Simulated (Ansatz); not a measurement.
## Phonons of SrAlH3 (Pm-3m) against volume

Aim: how the phonons of SrAlH3 (Pm-3m) shift with volume, and the thermal expansion that follows.

Program: Ansatz 0.2.0. Level of theory: DFT PBEsol, scalar-relativistic, plane waves, PAW; PAW set soft_1. Values are calculated unless marked as measured.

The raw output is cut from this account; settings, times and results stay.

## Step 1: The system as given

It takes space group Pm-3m (No. 221, cubic). The conventional cell has a = 4.496 Å, b = 4.496 Å, c = 4.496 Å, α = 90.00°, β = 90.00°, γ = 90.00°. Nearest to Sr lie 6 H at 2.25 Å. Nearest to Al lie 12 H at 3.18 Å. H has 2 Sr at 2.25 Å nearest. Farther neighbours, and contacts between anions beyond the nearest, are not listed.

## Step 2: Phonons on a q mesh

Stability and thermal properties need the whole zone. Linear response on a 4×4×4 q mesh gives force constants as far as a supercell of that size would.

input.yaml

```yaml
crystal:
  lattice:
    - [4.4956135358, 0.0, 0.0]
    - [0.0, 4.4956135358, 0.0]
    - [0.0, 0.0, 4.4956135358]
  atoms:
    - { symbol: Sr, position: [0.5, 0.5, 0.5] }
    - { symbol: Al, position: [0.0, 0.0, 0.0] }
    - { symbol: H, position: [0.0, 0.5, 0.5] }
    - { symbol: H, position: [0.5, 0.5, 0.0] }
    - { symbol: H, position: [0.5, 0.0, 0.5] }
kpoints:
  mp_grid: { grid: [8, 8, 8] }
hamiltonian:
  xc: pbesol
  pseudopotentials: { kind: paw, azcp: { folder: soft_1 }, xc_functional: pbe }
scf:
  occupations: { method: methfessel_paxton, width: 0.2 }
output:
  eigenvalues: true
phonons:
  method: dfpt
  qmesh: [4, 4, 4]
  temperatures: { t_max: 1000, t_step: 50 }
  qpath:
    path:
      - [[0.0, 0.0, 0.0], [0.0, 0.5, 0.0], [0.5, 0.5, 0.0], [0.0, 0.0, 0.0], [0.5, 0.5, 0.5], [0.0, 0.5, 0.0]]
      - [[0.5, 0.5, 0.5], [0.5, 0.5, 0.0]]
    npoints: 10
```

Run with:

```
> ansatz run input.yaml --threads 4 --pin off --max-ram 10240MiB --backend cpu --events-out ev --progress --plain --runs-dir out
```

Wall time 5.7 min (4 threads of Arm Neoverse V1, shared host); peak memory 1.4 GiB.

Read from the output:

| Quantity | Value |
| --- | --- |
| volume per atom | 18.17 Å³ |
| gap on the k-mesh | 0 eV |
| sum-rule residual before enforcement | 1.64e-4 eV/Å² |
| lowest frequency on the path | -742.3 cm⁻¹ |
| point group | m-3m |
| highest frequency on path, mesh or solved points | 1451 cm⁻¹ |
| highest optical mode at the zone centre (no LO-TO term) | 1383 cm⁻¹ |
| lowest optical zone-centre mode | -604.0 cm⁻¹ |
| lowest mode on the q mesh (acoustic modes at Γ apart) | -742.4 cm⁻¹ |

Frequencies (cm⁻¹) solved at each irreducible wavevector; negative means imaginary. Frequencies by wavevector, by row:

```csv
q in reciprocal lattice units,star,mode 1,mode 2,mode 3,mode 4,mode 13,mode 14,mode 15
0 0 0,1,-604,-604,-604,-505,1383,1383,1383
0 0 0.25,6,-533.2,-533.2,-487.6,-470.6,1383,1383,1402
0 0 -0.5,3,-469.5,-469.5,-461.5,-428.7,1383,1383,1421
0 0.25 0.25,12,-632.5,-529.6,-490.2,-440,1383,1388,1416
0 0.25 -0.5,12,-562.6,-548.9,-533.4,-435.2,1383,1390,1429
0 -0.5 -0.5,3,-742.4,-742.4,-565.4,-392.4,1383,1395,1443
0.25 0.25 0.25,8,-562.4,-562.4,-552,-440.4,1388,1388,1424
0.25 0.25 -0.5,12,-542.4,-538.3,-499.8,-493.9,1388,1392,1436
0.25 -0.5 -0.5,6,-602.4,-602.4,-550.3,-453.7,1390,1397,1446
-0.5 -0.5 -0.5,1,-531.4,-531.4,-531.4,-523.3,1400,1400,1451
```

Symmetry leaves 10 wavevectors to solve. The lowest mode among them, the acoustic zeros apart, lies at q = (0, -0.5, -0.5) and is imaginary, 742.4i cm⁻¹, so the energy falls along it.

## Step 3: Relaxing at another volume, volume ratio 0.97

The volume is scaled by 0.97 and held; symmetry leaves nothing to relax, so this is a single point. The modes can then be followed against volume.

input.yaml, the sections that differ from step 2:

```yaml
crystal:
  lattice:
    - [4.4502001932, 0.0, 0.0]
    - [0.0, 4.4502001932, 0.0]
    - [0.0, 0.0, 4.4502001932]
  atoms:
    - { symbol: Sr, position: [0.5, 0.5, 0.5] }
    - { symbol: Al, position: [0.0, 0.0, 0.0] }
    - { symbol: H, position: [0.0, 0.5, 0.5] }
    - { symbol: H, position: [0.5, 0.5, 0.0] }
    - { symbol: H, position: [0.5, 0.0, 0.5] }
output:
  forces: true
  stress: true
  eigenvalues: true
# kpoints, hamiltonian, scf: as in step 2
# phonons: removed
```

Elapsed: 0.99 s, on 4 threads; peak memory 0.35 GiB.

Numbers from this step:

| Property | Result |
| --- | --- |
| pressure | 0.7094 GPa |
| volume per atom | 17.63 Å³ |

The run ends at a pressure of 0.71 GPa.

## Step 4: Phonons at the other volume, volume ratio 0.97

The phonons are repeated at this volume on the same meshes, so that differences come from the volume alone.

input.yaml: that of step 3 with these lines changed.

```diff
@@ -19,4 +19,11 @@
 output:
-  forces: true
-  stress: true
   eigenvalues: true
+phonons:
+  method: dfpt
+  qmesh: [4, 4, 4]
+  temperatures: { t_max: 1000, t_step: 50 }
+  qpath:
+    path:
+      - [[0.0, 0.0, 0.0], [0.0, 0.5, 0.0], [0.5, 0.5, 0.0], [0.0, 0.0, 0.0], [0.5, 0.5, 0.5], [0.0, 0.5, 0.0]]
+      - [[0.5, 0.5, 0.5], [0.5, 0.5, 0.0]]
+    npoints: 10
```

Run time: 5.2 min. Hardware: 4 threads; peak memory 1.3 GiB; 20 min of CPU time.

This step gave:

```
sum-rule residual before enforcement                    : 2.40e-5 eV/Å²
lowest frequency on the path                            : -789.5 cm⁻¹
highest frequency on path, mesh or solved points        : 1492 cm⁻¹
highest optical mode at the zone centre (no LO-TO term) : 1434 cm⁻¹
lowest optical zone-centre mode                         : -634.5 cm⁻¹
lowest mode on the q mesh (acoustic modes at Γ apart)   : -789.5 cm⁻¹
```

Frequencies (cm⁻¹) solved at each irreducible wavevector; negative means imaginary. Frequencies by wavevector, by row:

```csv
q in reciprocal lattice units,star,mode 1,mode 2,mode 3,mode 4,mode 13,mode 14,mode 15
0 0 0,1,-634.5,-634.5,-634.5,-536.5,1434,1434,1434
0 0 0.25,6,-561.6,-561.6,-521.5,-499,1434,1434,1448
0 0 -0.5,3,-495.5,-495.5,-491.9,-457.7,1434,1434,1466
0 0.25 0.25,12,-665.9,-555.8,-517.1,-470.5,1434,1437,1461
0 0.25 -0.5,12,-599,-582.2,-557.7,-461.2,1434,1439,1474
0 -0.5 -0.5,3,-789.5,-789.5,-586.2,-419.2,1435,1444,1485
0.25 0.25 0.25,8,-592.9,-592.9,-578.1,-468.8,1438,1438,1468
0.25 0.25 -0.5,12,-566.1,-562.7,-527.4,-524.9,1438,1441,1479
0.25 -0.5 -0.5,6,-638.5,-638.5,-571,-481.7,1439,1446,1488
-0.5 -0.5 -0.5,1,-575.4,-575.4,-575.4,-551.2,1449,1449,1492
```

The highest optical mode at the zone centre (no LO-TO term) is 1434.3 cm⁻¹, +51.3 cm⁻¹ against the base run.

## Step 5: Relaxing at another volume, volume ratio 1.03

The volume is scaled by 1.03 and held; symmetry leaves nothing to relax, so this is a single point. The modes can then be followed against volume.

input.yaml, the sections that differ from step 4:

```yaml
crystal:
  lattice:
    - [4.5401274559, 0.0, 0.0]
    - [0.0, 4.5401274559, 0.0]
    - [0.0, 0.0, 4.5401274559]
  atoms:
    - { symbol: Sr, position: [0.5, 0.5, 0.5] }
    - { symbol: Al, position: [0.0, 0.0, 0.0] }
    - { symbol: H, position: [0.0, 0.5, 0.5] }
    - { symbol: H, position: [0.5, 0.5, 0.0] }
    - { symbol: H, position: [0.5, 0.0, 0.5] }
output:
  forces: true
  stress: true
  eigenvalues: true
# kpoints, hamiltonian, scf: as in step 4
# phonons: removed
```

Wall time 1 s (4 threads); peak memory 0.36 GiB; 3.4 s of CPU time.

Numbers from this step:

```
pressure        : -0.6497 GPa
volume per atom : 18.72 Å³
```

The run ends at a pressure of -0.65 GPa.

## Step 6: Phonons at the other volume, volume ratio 1.03

input.yaml: that of step 5 with these lines changed.

```diff
@@ -19,4 +19,11 @@
 output:
-  forces: true
-  stress: true
   eigenvalues: true
+phonons:
+  method: dfpt
+  qmesh: [4, 4, 4]
+  temperatures: { t_max: 1000, t_step: 50 }
+  qpath:
+    path:
+      - [[0.0, 0.0, 0.0], [0.0, 0.5, 0.0], [0.5, 0.5, 0.0], [0.0, 0.0, 0.0], [0.5, 0.5, 0.5], [0.0, 0.5, 0.0]]
+      - [[0.5, 0.5, 0.5], [0.5, 0.5, 0.0]]
+    npoints: 10
```

Run time: 5.6 min. Hardware: 4 threads; peak memory 1.4 GiB; 22 min of CPU time.

This step gave:

```yaml
sum_rule_residual_before_enforcement: 3.81e-5 eV/Å²
lowest_frequency_on_the_path: -694.8 cm⁻¹
highest_frequency_on_path_mesh_or_solved_points: 1412 cm⁻¹
highest_optical_mode_at_the_zone_centre_no_lo_to_term: 1334 cm⁻¹
lowest_optical_zone_centre_mode: -574.7 cm⁻¹
lowest_mode_on_the_q_mesh_acoustic_modes_at_gamma_apart: -694.8 cm⁻¹
```

Frequencies (cm⁻¹) solved at each irreducible wavevector; negative means imaginary. Frequencies by wavevector, by row:

```csv
q in reciprocal lattice units,star,mode 1,mode 2,mode 3,mode 4,mode 13,mode 14,mode 15
0 0 0,1,-574.7,-574.7,-574.7,-475.9,1334,1334,1334
0 0 0.25,6,-505.9,-505.9,-456.1,-442.8,1334,1334,1359
0 0 -0.5,3,-444.5,-444.5,-432.7,-400.6,1334,1334,1378
0 0.25 0.25,12,-599.6,-504.3,-464,-412.8,1334,1340,1372
0 0.25 -0.5,12,-529.8,-515.9,-507.5,-410.1,1334,1342,1387
0 -0.5 -0.5,3,-694.8,-694.8,-545.4,-366.3,1334,1348,1401
0.25 0.25 0.25,8,-533.1,-533.1,-526.4,-412.3,1340,1340,1381
0.25 0.25 -0.5,12,-519.5,-514.8,-475.6,-461,1340,1344,1394
0.25 -0.5 -0.5,6,-567.8,-567.8,-530.5,-426,1342,1350,1405
-0.5 -0.5 -0.5,1,-512.6,-512.6,-512.6,-475.4,1352,1352,1412
```

The highest optical mode at the zone centre (no LO-TO term) is 1333.8 cm⁻¹, -49.3 cm⁻¹ against the base run.

## Step 7: Grüneisen parameters

The Grüneisen parameter of a mode is minus the logarithmic change of its frequency with volume, −d ln ω / d ln V; weighted by heat capacity it gives the expansion.

This step gave:

| Item | Value |
| --- | --- |
| bulk modulus | 22.6 GPa |

The phonon branches at the labelled points (cm⁻¹):

```csv
point,branch 1,branch 2,branch 3,branch 4,branch 12,branch 13,branch 14,branch 15
Γ,-604,-604,-604,-505,102,1383,1383,1383
halfway,-533,-533,-488,-471,183,1383,1383,1402
X,-470,-470,-462,-429,299,1383,1383,1421
halfway,-563,-549,-533,-435,283,1383,1390,1429
M,-742,-742,-565,-392,300,1383,1395,1443
halfway,-632,-530,-490,-440,262,1383,1388,1416
Γ,-604,-604,-604,-505,102,1383,1383,1383
halfway,-562,-562,-552,-440,224,1388,1388,1424
R,-531,-531,-531,-523,158,1400,1400,1451
halfway,-542,-538,-500,-494,197,1388,1392,1436
X,-470,-470,-462,-429,299,1383,1383,1421
jump to R,-531,-531,-531,-523,158,1400,1400,1451
halfway,-602,-602,-550,-454,182,1390,1397,1446
M,-742,-742,-565,-392,300,1383,1395,1443
```

The same for volume x 0.97:

```csv
point,branch 1,branch 2,branch 3,branch 4,branch 12,branch 13,branch 14,branch 15
Γ,-634,-634,-634,-536,99,1434,1434,1434
X,-496,-496,-492,-458,238,1434,1434,1466
M,-790,-790,-586,-419,245,1435,1444,1485
Γ,-634,-634,-634,-536,99,1434,1434,1434
R,-575,-575,-575,-551,154,1449,1449,1492
X,-496,-496,-492,-458,238,1434,1434,1466
R,-575,-575,-575,-551,154,1449,1449,1492
M,-790,-790,-586,-419,245,1435,1444,1485
```

The same for volume x 1.03:

```csv
point,branch 1,branch 2,branch 3,branch 4,branch 12,branch 13,branch 14,branch 15
Γ,-575,-575,-575,-476,105,1334,1334,1334
X,-444,-444,-433,-401,345,1334,1334,1378
M,-695,-695,-545,-366,338,1334,1348,1401
Γ,-575,-575,-575,-476,105,1334,1334,1334
R,-513,-513,-513,-475,175,1352,1352,1412
X,-444,-444,-433,-401,345,1334,1334,1378
R,-513,-513,-513,-475,175,1352,1352,1412
M,-695,-695,-545,-366,338,1334,1348,1401
```

## Step 8: Summary of results

| Item | Value |
| --- | --- |
| bulk modulus | 22.6 GPa |

**Reading.** No expansion is given, because modes are imaginary at one volume or more. The highest optical mode at Γ goes from 1434 to 1334 cm⁻¹ as the cell grows, a Grüneisen parameter of 1.21. Branches are matched by rank, so values near crossings are rough. With no gap, or one that is small against the smearing, the frequencies hang on the k mesh and the smearing, most of all near Kohn anomalies. The PAW files were made for PBE and serve the other functionals too. A phonon run warned that its eigensolver left some bands unconverged in a pass.

[Long decimals in the printed logs are rounded to 6 places.]

[Logs are printed without paths, hosts, clocks, repeated set-up lines and the standing remarks that a program may print on its own settings, such as how far it seeks lower states.]

[Hosts, paths, dates, database ids (printed as entryN), source tags and the programs' standing remarks are cut or masked in the printed files.]

[Where the starting crystal was built by hand or by swapping elements, it need not be the compound's stable phase.]
